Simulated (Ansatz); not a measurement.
## Rb2LiVO4 (Cmc2_1): a many-body input that goes wrong, and its mend

A first try at the G0W0 gap of Rb2LiVO4 (Cmc2_1), what the program said, and an input that works.

Method: G0W0 on r2SCAN, plane waves, PAW; PAW set soft_1, in Ansatz 0.2.0.

### 1. The starting structure

It takes space group Cmc2_1 (No. 36, orthorhombic). Conventional cell: a = 5.879 Å, b = 11.701 Å, c = 7.933 Å, α = 90.00°, β = 90.00°, γ = 90.00°. Nearest to Rb lie 10 O at 2.88 to 3.57 Å and 3 Li at 3.18 to 3.60 Å and 1 V at 3.49 Å. Nearest to Rb lie 8 O at 2.89 to 3.24 Å and 1 Li at 3.11 Å. Li has 4 O at 1.89 to 2.06 Å nearest. Nearest to V lie 4 O at 1.71 to 1.72 Å. O has 1 V at 1.72 Å and 1 Li at 1.89 Å and 5 Rb at 3.02 to 3.57 Å nearest. Nearest to O lie 1 V at 1.71 Å and 1 Li at 2.06 Å and 4 Rb at 2.88 to 3.06 Å. Farther neighbours and most contacts between anions are not listed.

Coordinates:

```cif
data_structure
_symmetry_space_group_name_H-M 'P 1'
_symmetry_Int_Tables_number 1
_cell_length_a 6.5474
_cell_length_b 6.5474
_cell_length_c 7.9330
_cell_angle_alpha 90.000
_cell_angle_beta 90.000
_cell_angle_gamma 126.647
_cell_volume 272.86
loop_
_atom_site_label
_atom_site_type_symbol
_atom_site_fract_x
_atom_site_fract_y
_atom_site_fract_z
_atom_site_occupancy
Rb1 Rb 0.60500 0.39500 0.94880 1
Rb2 Rb 0.39500 0.60500 0.44880 1
Rb3 Rb 0.06170 0.93830 0.59320 1
Rb4 Rb 0.93830 0.06170 0.09320 1
Li5 Li 0.19890 0.80110 0.17160 1
Li6 Li 0.80110 0.19890 0.67160 1
V7 V 0.69050 0.30950 0.38940 1
V8 V 0.30950 0.69050 0.88940 1
O9 O 0.40870 0.11910 0.28170 1
O10 O 0.59130 0.88090 0.78170 1
O11 O 0.88090 0.59130 0.28170 1
O12 O 0.11910 0.40870 0.78170 1
O13 O 0.63400 0.36600 0.58870 1
O14 O 0.36600 0.63400 0.08870 1
O15 O 0.83500 0.16500 0.42360 1
O16 O 0.16500 0.83500 0.92360 1
```

The cell and positions come from the Crystallography Open Database and are kept as given unless a step says otherwise.

### 2. First try

Input file input.yaml:

```yaml
crystal:
  lattice:
    - [2.9395, -5.8505, 0.0]
    - [2.9395, 5.8505, 0.0]
    - [0.0, 0.0, 7.933]
  atoms:
    - { symbol: Rb, position: [0.605, 0.395, 0.9488] }
    - { symbol: Rb, position: [0.395, 0.605, 0.4488] }
    - { symbol: Rb, position: [0.0617, 0.9383, 0.5932] }
    - { symbol: Rb, position: [0.9383, 0.0617, 0.0932] }
    - { symbol: Li, position: [0.1989, 0.8011, 0.1716] }
    - { symbol: Li, position: [0.8011, 0.1989, 0.6716] }
    - { symbol: V, position: [0.6905, 0.3095, 0.3894] }
    - { symbol: V, position: [0.3095, 0.6905, 0.8894] }
    - { symbol: O, position: [0.4087, 0.1191, 0.2817] }
    - { symbol: O, position: [0.5913, 0.8809, 0.7817] }
    - { symbol: O, position: [0.8809, 0.5913, 0.2817] }
    - { symbol: O, position: [0.1191, 0.4087, 0.7817] }
    - { symbol: O, position: [0.634, 0.366, 0.5887] }
    - { symbol: O, position: [0.366, 0.634, 0.0887] }
    - { symbol: O, position: [0.835, 0.165, 0.4236] }
    - { symbol: O, position: [0.165, 0.835, 0.9236] }
kpoints:
  mp_grid: { grid: [2, 2, 2] }
hamiltonian:
  xc: r2scan
  pseudopotentials: { kind: paw, azcp: { folder: soft_1 } }
scf:
  occupations: { method: fermi_dirac, width: 1.0 }
gw:
  n_empty_bands: 287
  ecut_chi: 60
  qp_bands: [v4, c4]
  qp_kpoints: band_edges
  screening: { model: contour_deformation }
```

The run is started by

```bash
> ansatz run input.yaml --threads 24 --pin off --max-ram 82944MiB --backend cuda --events-out ev --progress --plain --runs-dir out --devices 1 --max-vram 78GiB
```

Numbers of over 12 decimals in the logs are rounded to 6 here.

What it wrote:

```text
band count auto-derived: 112 (N_el = 116.0; filled up to band 58; 74 by the electrons, moments and atoms)
GPUs: using 1 of 1 available (devices: 1).
Engine: ansatz 0.2.0, aarch64-unknown-linux-gnu
Pseudopotentials: kind: paw
Pseudopotential: Rb, paw, valence charge 9, recommended cutoff 500 eV (meta_gga), soft_1/Rb.paw.azcp
Pseudopotential: Li, paw, valence charge 3, recommended cutoff 500 eV (meta_gga), soft_1/Li.paw.azcp
Pseudopotential: V, paw, valence charge 13, recommended cutoff 500 eV (meta_gga), soft_1/V.paw.azcp
Pseudopotential: O, paw, valence charge 6, recommended cutoff 500 eV (meta_gga), soft_1/O.paw.azcp
Functional definition: r2SCAN
  parameter k0 = 0.174
  parameter k1 = 0.065
  parameter a1 = 4.9479
  exchange = r2scan_x(k0 = k0, k1 = k1, a1 = a1)
  correlation = r2scan_c
[...]
Crystal: 16 atoms, lattice volume = 272.856 Å³
Basis set: ecut = 500 eV, 6919 PW (Γ), exchange–correlation on 192×192×240 points (64 copies of the dense FFT grid, shifted against one another)
Bands: 112, of which v1, the nominal top of the filled ones, is band 58 counted from 1 (57 counted from 0)
Symmetry: 4 space group operations
Space group: Cmc21 (ITA 36), of the structure as read, at distance tolerance 6.5e-5 Å
k-points: 6 of 8
Non-local potential: Rb, projectors of the file, l = 0: 3, l = 1: 2, l = 2: 2
Non-local potential: Li, projectors of the file, l = 0: 3, l = 1: 2, l = 2: 1
Non-local potential: V, projectors of the file, l = 0: 3, l = 1: 2, l = 2: 3, l = 3: 1
Non-local potential: O, projectors of the file, l = 0: 2, l = 1: 2, l = 2: 1
PAW form: soft (Blöchl's): semilocal exchange-correlation on the pseudo side does not see the compensation charge
PAW frozen core: Rb, regenerated for the run's functional (the file was generated under x = pbe(κ = 0.804, μ = 0.219515), c = pbe(β = 0.066725))
PAW frozen core: V, regenerated for the run's functional (the file was generated under x = pbe(κ = 0.804, μ = 0.219515), c = pbe(β = 0.066725))
PAW frozen core: O, regenerated for the run's functional (the file was generated under x = pbe(κ = 0.804, μ = 0.219515), c = pbe(β = 0.066725))
PAW one-centre angular grid: Rb, 302 points (default); XC on 160 Gauss nodes
PAW one-centre angular grid: Li, 302 points (default); XC on 295 of its mesh's 2161 points in the sphere
PAW one-centre angular grid: V, 590 points (default); XC on 160 Gauss nodes
PAW one-centre angular grid: O, 302 points (default); XC on 160 Gauss nodes
Initial density: superposition of atomic densities (chi_scale 0.1, normalization cell, long waves kept (reshape's long-wave potential 0.04 eV rms))
Initial wavefunctions: pseudopotential atomic-orbital guess
[...]
Functional: x = r2scan, c = r2scan; τ floored in thin density (d = 2e-4 eV/Å³)
SCF iter   1: F=—  HF=-23925.901346 eV  |F-HF|=—  |Δ(HF+E_count)|=         —  Δρ=4.93e-2  dr2=6.20e0  dr2_τ=4.99e-1  ethr=3.10e-3  ⟨swp⟩=7.8  Hψ=3193  notcnv=0
preconditioner: auto → Resta (q_TF=auto, 2.366 Å⁻¹)  ε∞=2.5  [insulator: Δε(μ)=4.232 eV  Ē_g=17.474 eV  σ=1.000 eV  W_gap=0.78  n_scr=58 (ndim 8)  ℏωp=21.1 eV  f_vac=0.000  D(μ)=2.46/eV (n_scr^D=8)  ε∞_Penn≈2.5]
SCF iter   2: F=—  HF=-23926.069604 eV  |F-HF|=—  |Δ(HF+E_count)|=   1.68e-1  Δρ=3.75e-2  dr2=5.06e0  dr2_τ=2.27e-1  ethr=3.10e-3  ⟨swp⟩=2.8  Hψ=1209  notcnv=0
SCF iter   3: F=—  HF=-23925.973851 eV  |F-HF|=—  |Δ(HF+E_count)|=   9.58e-2  Δρ=3.51e-2  dr2=3.69e0  dr2_τ=2.54e-1  ethr=3.10e-3  ⟨swp⟩=2.7  Hψ=1008  notcnv=0
SCF iter   4: F=—  HF=-23925.671886 eV  |F-HF|=—  |Δ(HF+E_count)|=   3.02e-1  Δρ=6.26e-3  dr2=1.07e-1  dr2_τ=6.63e-3  ethr=3.10e-3  ⟨swp⟩=1.0  Hψ=774  notcnv=0
SCF iter   5: F=—  HF=-23925.689941 eV  |F-HF|=—  |Δ(HF+E_count)|=   1.81e-2  Δρ=3.51e-3  dr2=3.02e-2  dr2_τ=3.16e-3  ethr=9.19e-5  ⟨swp⟩=2.0  Hψ=933  notcnv=0
SCF iter   6: F=—  HF=-23925.691254 eV  |F-HF|=—  |Δ(HF+E_count)|=   1.31e-3  Δρ=1.38e-3  dr2=5.03e-3  dr2_τ=6.02e-4  ethr=2.60e-5  ⟨swp⟩=2.0  Hψ=936  notcnv=0
[...]
SCF iter   9: F=—  HF=-23925.691908 eV  |F-HF|=—  |Δ(HF+E_count)|=   2.66e-6  Δρ=7.33e-5  dr2=1.49e-5  dr2_τ=1.44e-6  ethr=2.00e-8  ⟨swp⟩=2.0  Hψ=828  notcnv=0
SCF iter  10: F=—  HF=-23925.691906 eV  |F-HF|=—  |Δ(HF+E_count)|=   1.78e-6  Δρ=1.70e-5  dr2=7.19e-7  dr2_τ=3.17e-8  ethr=1.28e-8  ⟨swp⟩=1.0  Hψ=672  notcnv=0
SCF iter  11: F=-23925.691906 eV  HF=-23925.691906 eV  |F-HF|=4.21e-9  |Δ(HF+E_count)|=   1.81e-7  Δρ=3.99e-6  dr2=3.09e-8  dr2_τ=3.59e-9  ethr=8.62e-11  ⟨swp⟩=4.7  Hψ=2248  notcnv=0
SCF 1 converged in 11 iterations: F = -23925.691906 eV  dr2 = 3.09e-8
[...]
NSCF: frozen V_eff on 6 k-points
[...]
NSCF: frozen V_eff on 6 k-points
SCF converged after 11 iterations
Free energy (F): -23925.691906 eV
Harris-Foulkes:  -23925.691906 eV  (|F-HF|=4.21e-9)
Internal energy: -23916.591557 eV  (E = F + TS)
E sigma→0 (E₀):  -23921.141732 eV
Entropy (-TS):   -9.100349 eV (-568.772 meV/atom)
Fermi energy:    6.155680 eV
--- Per-component energies (eV) ---
  E_band       = -1222.962249
  E_kinetic    = 2711.573668
  E_local      = -9947.974427  (includes V_loc(G=0)·N_el)
  E_nonlocal   = 1281.772312
  E_hartree    = 3683.329384
  E_xc         = -1283.510210
  E_vxc        = -1742.996030  (∫ρ·V_xc dr)
  E_paw        = -14189.206653  (= ΣΔE_a)
  E_vpaw       = -1002.408028  (= ΣTr[D̂ρ^β])
  E_aug_tail   = 0.003698  (compensation charges beyond the density's cutoff)
  E_vtau       = 110.418118  (kinetic-family band-sum trace: ∫τ·v_τ [+ j·A + Jᵃ·Aᵃ] dr)
  E_ewald      = -6171.204530
  E_core_change = -1.374801  (= ΣΔE_core)
  E_smearing   = -9.100349  (= −TS)
  E_closure    = -0.000000  (closes the sum)
  Σ components = -23925.691906   (vs F -23925.691906, Δ=0.00e0)
--- Band table (eV; the first three rows and the last of 6) ---
  k-point 0: bands = [... 54 lower, 3.3201, 3.3795, 3.4451, 3.5163, 8.4666, 8.5028, 8.5198, 8.5817]
  k-point 1: bands = [... 54 lower, 3.2548, 3.2548, 3.5090, 3.5090, 8.5111, 8.5111, 8.5691, 8.5691]
  k-point 2: bands = [... 54 lower, 3.2531, 3.2664, 3.3058, 3.3651, 8.3625, 8.4998, 8.6238, 8.7088]
  k-point 5: bands = [... 54 lower, 3.2551, 3.2551, 3.4659, 3.4659, 8.5170, 8.5170, 8.5915, 8.5915]
```

Wall time 2 s (1 × NVIDIA GB200 (shared by 2 runs) with 24 threads of Arm Neoverse V2, shared host); peak memory 1.6 GiB.

**Diagnosis.**

The self-consistent loop converged; the step after it was not made.

The fault: smeared occupations of electronvolts. A wide smearing fills conduction states and empties valence ones, so the start is no longer the insulator.

### 3. A better input

G0W0 replaces the xc potential by the self-energy, built once from these orbitals. Only a window of levels is corrected, while the sums run over the empty bands that the input names. This step takes PAW set soft_1 files.

Changes to input.yaml since step 2:

```diff
@@ -28,6 +28,6 @@
 scf:
-  occupations: { method: fermi_dirac, width: 1.0 }
+  occupations: { method: fixed }
 gw:
-  n_empty_bands: 287
-  ecut_chi: 60
+  n_empty_bands: 426
+  ecut_chi: 78
   qp_bands: [v4, c4]
```

What it wrote:

```text
GPUs: using 1 of 1 available (devices: 1).
[...]
Crystal: 16 atoms, lattice volume = 272.856 Å³
Basis set: ecut = 500 eV, 6919 PW (Γ), exchange–correlation on 192×192×240 points (64 copies of the dense FFT grid, shifted against one another)
Bands: 74, of which v1, the nominal top of the filled ones, is band 58 counted from 1 (57 counted from 0)
Symmetry: 4 space group operations
[...]
k-points: 6 of 8
[...]
SCF iter   1: F=—  HF=-23923.185122 eV  |F-HF|=—  |Δ(HF+E_count)|=         —  Δρ=4.32e-2  dr2=4.71e0  dr2_τ=5.54e-1  ethr=3.10e-3  ⟨swp⟩=5.0  Hψ=1359  notcnv=0  defer=75
[...]
SCF iter   6: F=—  HF=-23923.292568 eV  |F-HF|=—  |Δ(HF+E_count)|=   6.08e-4  Δρ=1.48e-3  dr2=6.97e-3  dr2_τ=5.53e-4  ethr=2.23e-5  ⟨swp⟩=2.0  Hψ=643  notcnv=0  defer=83
[...]
ik  band        ε_KS         Σx   Σc(E_QP)       V_xc       Z   E_QP_lin       E_QP  E_QP is
     0    55      3.4108   -24.9643     4.2234   -20.1804  0.7617     2.8460     2.8503  root
     0    56      3.4778   -25.0191     4.2300   -20.2431  0.7611     2.9277     2.9318  root
     0    57      3.5516   -25.0343     4.2269   -20.2625  0.7612     3.0027     3.0067  root
     0    58      3.6214   -25.1192     4.2154   -20.3771  0.7614     3.0911     3.0948  root
     0    59      8.1491   -15.8473    -5.3091   -23.3986  0.7654    10.4599    10.3913  root
     0    60      8.1637   -16.0139    -5.3896   -23.6613  0.7641    10.4921    10.4215  root
     0    61      8.1749   -16.1839    -5.3882   -23.8444  0.7610    10.5203    10.4472  root
     0    62      8.2410   -16.4995    -5.3755   -24.1821  0.7585    10.6248    10.5481  root
[...]
5    59      8.1811   -16.0566    -5.3732   -23.6928  0.7637    10.5151    10.4441  root
     5    60      8.1811   -16.0566    -5.3732   -23.6928  0.7637    10.5151    10.4441  root
     5    61      8.2471   -16.5046    -5.4102   -24.2243  0.7580    10.6339    10.5566  root
     5    62      8.2471   -16.5046    -5.4102   -24.2243  0.7580    10.6339    10.5566  root
[key lines of the parts left out:]
SCF converged after 11 iterations
```

Elapsed: 4.9 s, on 1 × NVIDIA GB200 (shared by 2 runs) with 24 threads; peak memory 2.2 GiB; 18 s of CPU time.

This step gave:

```yaml
bands_summed: 484
rpa_eps_infinity_on_this_mesh_eigenvalues: 2.523, 2.587, 2.613
plane_waves_in_the_screening_matrix: 431
q_points_in_the_mesh: 8
g0w0_gap_on_the_mesh: 7.067 eV
k_of_the_valence_top: -0.5, -0.5, 0
k_of_the_conduction_bottom: 0, -0.5, 0
starting_gap_on_the_mesh: 4.353 eV
z_at_the_valence_top: 0.7613
z_at_the_conduction_bottom: 0.7670
least_direct_g0w0_gap_on_the_computed_points: 7.182 eV
```

The gap on the mesh goes from 4.35 eV to 7.07 eV, a correction of +2.71 eV. Between the two edge states, bare exchange in place of the xc potential would open the gap by 12.31 eV, and correlation takes back 9.59 eV.

### 4. Summary of results

| Quantity | Value |
| --- | --- |
| first try | the many-body step was refused after 2 s |
| better run | G0W0 gap on the mesh 7.07 eV (2×2×2 mesh, 426 empty bands, screening to 78 eV, PAW set soft_1 files) |

What this shows: The second run differs in: empty bands, screening cutoff (eV) and smearing (eV). Bands and cutoff are finite, so the gap is not at the basis limit. The miss can reach some tenths of an eV and take either sign; the mesh is an error of its own. The 2×2×2 mesh is coarse for this cell (its supercell is 13 Å along the shortest edge). The RPA ε∞ on it, from the r2SCAN start, is 2.52, 2.59 and 2.61; such meshes misread the long-range screening, most where the gap is narrow. The runs have no spin polarisation. For a closed low-spin shell that is the natural state; where a d or f shell is open it is a constraint, and the gap is then not the crystal's own. With d states at the gap, one-shot GW leans hard on its start. The many-body steps are scalar-relativistic: spin-orbit coupling is not in them.

[Paths, hosts, dates, memory and timing lines, banners, echoed tables and standing remarks are left out of the program output.]

[Logs are printed without paths, hosts, clocks, repeated set-up lines and the standing remarks that a program may print on its own settings, such as how far it seeks lower states.]

[Runs of the session that timed out or met a known fault of the program may be left out.]

[Cells called generated may have been cut or substituted from an entry of the Crystallography Open Database or the Materials Project.]

[Hosts, paths, dates, database ids (printed as entryN), source tags and the programs' standing remarks are cut or masked in the printed files.]
